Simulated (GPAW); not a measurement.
Consider MnBr2 (R-3m).

```
Br Mn
1.0
     1.93725    1.11847    6.60320
    -1.93725    1.11847    6.60320
     0.00000   -2.23694    6.60320
Br Mn
2 1
Direct
  0.25739 0.25739 0.25739
  0.74261 0.74261 0.74261
  0.00000 0.00000 0.00000
```

Absorber: atom 1, with 3 Mn at 2.70 Å (pyramidal, site symmetry 3m). Method: GPAW, LDA, full core hole (charged cell), 9-atom cell with 6.7 Å between holes, 4×4×3 k points, dipole transitions, Gaussian full width 2.52 eV up to 4 eV, rising linearly to 3.5 eV at 25 eV.

Q: What does the Br K edge look like?

Main maxima up to 30 eV above the zero (height): 7.0 eV (1.77), 18.2 eV (1.29) and 27.6 eV (1.22). A K edge sees empty p states on the absorber. 

The Br K spectrum (energy from the lowest empty level; intensity scaled to a mean of 1 over the first 20 eV; polarised curves are means over the symmetry-equivalent atoms):

| E (eV) | isotropic | ε ⊥ c | ε ∥ c |
| --- | --- | --- | --- |
| -2.0 | 0.01 | 0.01 | 0.01 |
| -1.0 | 0.08 | 0.08 | 0.08 |
| 0.0 | 0.28 | 0.28 | 0.28 |
| 1.0 | 0.52 | 0.53 | 0.49 |
| 2.0 | 0.69 | 0.73 | 0.60 |
| 3.0 | 0.88 | 0.96 | 0.71 |
| 4.0 | 0.99 | 1.07 | 0.83 |
| 5.0 | 1.12 | 1.14 | 1.06 |
| 6.0 | 1.49 | 1.49 | 1.48 |
| 7.0 | 1.77 | 1.79 | 1.74 |
| 8.0 | 1.55 | 1.57 | 1.52 |
| 9.0 | 1.05 | 1.04 | 1.06 |
| 10.0 | 0.71 | 0.71 | 0.72 |
| 11.0 | 0.63 | 0.64 | 0.62 |
| 12.0 | 0.64 | 0.64 | 0.65 |
| 13.0 | 0.66 | 0.63 | 0.71 |
| 14.0 | 0.74 | 0.70 | 0.82 |
| 15.0 | 0.91 | 0.86 | 1.00 |
| 16.0 | 1.09 | 1.04 | 1.18 |
| 17.0 | 1.22 | 1.19 | 1.27 |
| 18.0 | 1.29 | 1.30 | 1.27 |
| 19.0 | 1.26 | 1.29 | 1.19 |
| 20.0 | 1.16 | 1.20 | 1.10 |
| 21.0 | 1.08 | 1.09 | 1.06 |
| 22.0 | 1.05 | 1.05 | 1.05 |
| 23.0 | 1.06 | 1.06 | 1.06 |
| 24.0 | 1.09 | 1.10 | 1.08 |
| 25.0 | 1.13 | 1.14 | 1.12 |
| 26.0 | 1.17 | 1.18 | 1.16 |
| 27.0 | 1.21 | 1.21 | 1.20 |
| 28.0 | 1.21 | 1.21 | 1.21 |
| 29.0 | 1.18 | 1.18 | 1.17 |
| 30.0 | 1.12 | 1.14 | 1.10 |
| 31.0 | 1.08 | 1.09 | 1.05 |
| 32.0 | 1.05 | 1.05 | 1.05 |

The hole lies in one spin channel, while the script sums the empty states of both and takes the lower zero; where the two channels are split, this blurs and shifts the curve. The script folds with a Gaussian, whereas the core hole's own line is a Lorentzian, so the onset is too steep and the first peak too high. The spins start ferromagnetically in a simple order, which needn't be the measured one; gap and edge can depend on it. Lifetime broadening is put in by hand, and intensities beyond about 20 eV depend on it and on the partial waves. The structure is a computed Materials Project entry and may be a hypothetical form.

[Banner, clock and machine lines of the logs are left out without a mark of their own.]

[Logs are printed without paths, hosts, clocks, repeated set-up lines and the standing remarks that a program may print on its own settings, such as how far it seeks lower states.]

[Hosts, paths, dates, database ids (printed as entryN), source tags and the programs' standing remarks are cut or masked in the printed files.]

[Lists of maxima count a maximum above −3 eV only where it reaches 4 % of the highest in the window and stands out from its surroundings by 2 % of it (1.5 % where it reaches 55 %); shoulders and weaker maxima are passed over, and of the rest the first, up to two pre-edge ones and the few strongest are named.]
